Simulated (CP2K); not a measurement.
Consider vinyl fluoride at its PBE geometry (Å).

```xyz
6

C    -0.7060   -0.0738    0.0037
C     0.6031    0.1437   -0.0145
F     1.5038   -0.8704    0.1438
H    -1.1203   -1.0697    0.1473
H    -1.3824    0.7673   -0.1279
H     1.1018    1.1030   -0.1525
```

Method: CP2K XAS_TDP, all-electron GAPW, PBEh(45%), aug-cc-pVTZ, TDA, GW2X-corrected core level, no relativity.

Predict the bright core excitations at the F K edge.

Leading lines: F3 687.41 eV. The leading line of an atom is its first one with 35 % of the strongest within 2.5 eV of its lowest line over the strength cut. Core ionisation energies at this level: F3 689.85 eV.

The first six lines of each atom with a strength over 0.0015:

```csv
atom,energy (eV),states,"strength, one atom",above the computed threshold
F3 (bonded to C),686.89,1,0.0088,
,687.41,1,0.0258,
,688.37,1,0.0081,
,689.15,1,0.0035,
,690.25,1,0.0019,yes
,690.30,1,0.0054,yes
```

Lines are vertical, at one geometry, with no vibrational structure. GW2X ionisation energies and lines can be off by 1 to 2 eV either way, and a good line position may hide errors that cancel. These values hold no scalar relativity, about 0.7 eV for F 1s. Rydberg lines, and the discretised continuum above threshold, depend on the basis and the box.

[Banner, clock and machine lines of the logs are left out without a mark of their own.]

[Logs are printed without paths, hosts, clocks, repeated set-up lines and the standing remarks that a program may print on its own settings, such as how far it seeks lower states.]

[Hosts, paths, dates, database ids (printed as entryN), source tags and the programs' standing remarks are cut or masked in the printed files.]
